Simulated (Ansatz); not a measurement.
# GeBW in the AlB2 type: lattice stability ahead of a resistivity run, part 3 of 3

The plan: relax GeBW in the AlB2 type, check its phonons, and, if the lattice is stable, compute its Eliashberg function and ρ(T).

Ansatz 0.2.0; DFT PBE, scalar-relativistic, plane waves, PAW; PAW set soft_1.

So far, highest frequency, solved or plainly interpolated (cm⁻¹): step 5 (phonons by linear response: q 2×2×2, k 4×4×6) 312; step 6 (k-mesh 6×6×9, q mesh 3×3×3) 317. Also lowest on path (cm⁻¹): step 5 -471; step 6 -377. The relaxed cell has a = 4.125, c = 2.614 Å (conventional setting).

The structure was built from a prototype and need not be the compound's stable phase.

## Step 7: Electron–phonon run: q 3×3×3, k 6×6×9, scattering 12×12×12

Phonons, couplings and the Boltzmann equation in one run.

File input.yaml:

```yaml
crystal:
  lattice:
    - [4.1250964246, 0.0, 0.0]
    - [-2.0625482123, 3.5724382967, 0.0]
    - [0.0, 0.0, 2.6140139503]
  atoms:
    - { symbol: W, position: [0.0, 0.0, 0.0] }
    - { symbol: B, position: [0.3333333333, 0.6666666667, 0.5] }
    - { symbol: Ge, position: [0.6666666667, 0.3333333333, 0.5] }
kpoints:
  mp_grid: { grid: [6, 6, 9] }
hamiltonian:
  xc: pbe
  pseudopotentials: { kind: paw, azcp: { folder: soft_1 } }
scf:
  occupations: { method: methfessel_paxton, width: 0.2 }
output:
  eigenvalues: true
phonons:
  method: dfpt
  qmesh: [3, 3, 3]
  temperatures: { t_max: 1000, t_step: 50 }
  qpath:
    path:
      - [[0.0, 0.0, 0.0], [0.5, 0.0, 0.0], [0.33333333, 0.33333333, 0.0], [0.0, 0.0, 0.0], [0.0, 0.0, 0.5], [0.5, 0.0, 0.5], [0.33333333, 0.33333333, 0.5], [0.0, 0.0, 0.5]]
      - [[0.5, 0.0, 0.5], [0.5, 0.0, 0.0]]
      - [[0.33333333, 0.33333333, 0.5], [0.33333333, 0.33333333, 0.0]]
    npoints: 10
  electrical_resistivity:
    mesh: [12, 12, 12]
    temperatures: [20.0, 50.0, 77.0, 100.0, 150.0, 200.0, 300.0, 400.0, 600.0, 800.0]
```

Command:

```
ansatz run input.yaml --threads 4 --pin off --max-ram 12288MiB --backend cpu --events-out ev --progress --plain --runs-dir out
```

The program printed:

```text
[the first part of the log is left out]
  E_xc         = -371.163492
  E_vxc        = -334.047409  (∫ρ·V_xc dr)
  E_paw        = -10670.856852  (= ΣΔE_a)
  E_vpaw       = -459.008152  (= ΣTr[D̂ρ^β])
  E_aug_tail   = 0.000164  (compensation charges beyond the density's cutoff)
  E_ewald      = -3193.960585
  E_smearing   = 0.001527  (= −TS)
  E_closure    = 0.000000  (closes the sum)
  Σ components = -14833.772822   (vs F -14833.772822, Δ=0.00e0)
--- Band table (eV; the first three rows and the last of 35) ---
  k-point 0: bands = ["-57.1063", "-21.3747", "-21.3747", "-20.7357", "-8.0449", "-7.8427", "-7.8427", "-7.8166", "-7.8166", "3.0754", "11.2652", "11.2652", "12.5601", "13.2584", "17.3353", "17.3353", "19.5883", "19.5883", "21.4702", "21.9200"]
  k-point 1: bands = ["-57.0939", "-21.3556", "-21.3556", "-20.9061", "-8.0111", "-7.8428", "-7.8428", "-7.8296", "-7.8296", "3.3703", "11.5183", "11.5183", "13.1039", "13.5236", "16.3812", "16.3812", "19.8507", "20.3386", "20.3386", "21.7645"]
  k-point 2: bands = ["-57.0625", "-21.3220", "-21.3071", "-21.3071", "-7.9255", "-7.8644", "-7.8644", "-7.8408", "-7.8408", "4.2261", "12.2660", "12.2660", "13.9016", "14.2557", "14.8984", "14.8984", "18.0031", "20.3537", "20.3537", "22.2781"]
  k-point 34: bands = ["-57.0028", "-22.0470", "-21.2267", "-21.2258", "-7.9319", "-7.9219", "-7.8337", "-7.8264", "-7.7649", "8.1761", "9.2963", "11.9590", "13.1490", "13.3057", "16.7333", "17.5310", "17.6683", "18.4665", "18.8812", "22.0856"]
--- Phonons (Γ-DFPT): 6 representative perturbations + reference (Σ response iterations 24) ---
  ASR residual: 1.043e-4 → 0.000e0 eV/Å²; symmetrization residual: 2.235e-7 eV/Å²
  ASR residual per site (eV/Å²): 1.04e-4 6.85e-5 2.12e-5
  Γ frequencies (cm⁻¹): -265.34 0.00 0.00 0.00 80.11 80.11 116.79 282.00 282.00
--- Phonons (arbitrary-q DFPT): 6 irreducible q on the 3×3×3 mesh ---
  q = [0.0000, 0.0000, 0.0000] (star 1, of the zone-centre solve; hermiticity 4.88e-8, symmetrization 1.57e-12): -265.34 -0.00 -0.00 0.00 80.11 80.11 116.79 282.00 282.00
  q = [0.0000, 0.0000, 0.3333] (star 2, 6 solved perturbations in 540 linear systems a pass and spin channel, the states on 117 of 324 k-point pairs; hermiticity 8.30e-9, symmetrization 2.23e-13): -306.91 -47.34 -47.34 151.75 151.75 183.19 234.23 280.04 280.04
  q = [0.0000, 0.3333, 0.0000] (star 6, 9 solved perturbations on 105 of 324 k-point pairs; hermiticity 4.63e-8, symmetrization 7.05e-14): -220.11 -82.01 -76.50 80.06 95.28 156.88 176.42 284.35 298.26
  q = [0.0000, 0.3333, 0.3333] (star 12, 9 solved perturbations on 189 of 324 k-point pairs; hermiticity 1.90e-8, symmetrization 1.32e-14): -340.33 -34.55 72.66 121.49 137.03 189.17 221.47 262.79 274.37
  q = [0.3333, 0.3333, 0.0000] (star 2, 6 solved perturbations in 465 linear systems a pass and spin channel, the states on 105 of 324 k-point pairs; hermiticity 1.87e-8, symmetrization 4.42e-9): -221.31 -123.89 -117.37 35.16 91.65 112.47 232.56 274.43 317.39
  q = [0.3333, 0.3333, 0.3333] (star 4, 6 solved perturbations in 837 linear systems a pass and spin channel, the states on 189 of 324 k-point pairs; hermiticity 1.81e-8, symmetrization 8.63e-10): -333.66 49.20 64.80 72.16 201.36 201.91 209.44 236.58 272.21
  sum rule: each row above includes the acoustic sum rule's correction from the zone centre's row sums; it moved no ω² by more than (1.31 cm⁻¹)²
  mesh force constants: q→R imaginary residual 0.00e0; ASR residual 1.043e-4 → 0.000e0 eV/Å²; symmetrization residual 1.243e-14 eV/Å²
  interpolated dispersion: 93 rows × 9 modes
  density of states and harmonic sums: on the 18×18×24 q-mesh, interpolated from the force constants of a 3×3×3 supercell (no non-analytic term)
  largest difference from the sums on the solved wave vectors: F 5.86e-2 eV, S 7.39e-5 and C_V 1.75e-5 eV/K
  zero-point energy: 0.074815 eV/cell   skipped modes (ω ≤ 0): 1044, of them read as no rigid motion or as one in doubt: 1041 (2.118e0 modes/cell left out, lowest -377.26 cm⁻¹)   left out of the sums: 2.35e-1 of the cell's modes: C_V's classical limit lies that fraction below 3 k_B per atom; for a crystal, a wire or a layer, F and S can be off by more, and a phonons.interpolated_qmesh denser along its periods is the remedy for the sampling
Error: electrical resistivity: the mode of lowest frequency at the wavevector [0.0000, -0.5000, -0.5000] is imaginary, -377.26 cm⁻¹ (written negative): the force constants describe an unstable lattice; relax the structure, enlarge phonons.supercell (under dfpt, kpoints.mp_grid), or, with a block electrical_resistivity or superconductivity, name a file of force constants under which the crystal is stable (phonons.electron_phonon_force_constants)
The harmonic force constants that this run solved are whole in <dir>
```

Run time: 2.3 min. Hardware: 4 threads of Arm Neoverse V1, shared host; peak memory 0.74 GiB.

The run ended with an error.

The program's message: “electrical resistivity: the mode of lowest frequency at the wavevector [0.0000, -0.5000, -0.5000] is imaginary, -377.26 cm⁻¹ (written negative): the force constants describe an unstable lattice; relax …”

The run stops because a mode is imaginary on the scattering mesh, where no scattering rate is defined; denser k meshes, other smearings and, between solved wavevectors, finer q meshes show whether the instability is real.

## Step 8: Summary of results

| Quantity | Value |
| --- | --- |
| phonon run of the rows without a label of their own | PBE, q 3×3×3, k 6×6×9 |
| softest mode on the q mesh | -340 cm⁻¹ at q = (0, 0.333, -0.333) |
| highest frequency, solved or plainly interpolated | 317 cm⁻¹ |

**Reading.** The lattice is dynamically unstable at this level: a mode at q = (0, 0.333, -0.333) is imaginary, 340i cm⁻¹, so no harmonic coupling constant or resistivity is defined for this structure. These meshes are coarse, and single modes of a metal can move by tens of cm⁻¹ with the k mesh. The coarser mesh found an imaginary mode at another wavevector, which this mesh lacks. Spin–orbit coupling, left out here, matters for W. The phonon runs are not spin-polarised. The structure was built by hand as an ordered model, and its stability against other phases was not tested.

[Logs are printed without paths, hosts, clocks, repeated set-up lines and the standing remarks that a program may print on its own settings, such as how far it seeks lower states.]

[Hosts, paths, dates, database ids (printed as entryN), source tags and the programs' standing remarks are cut or masked in the printed files.]
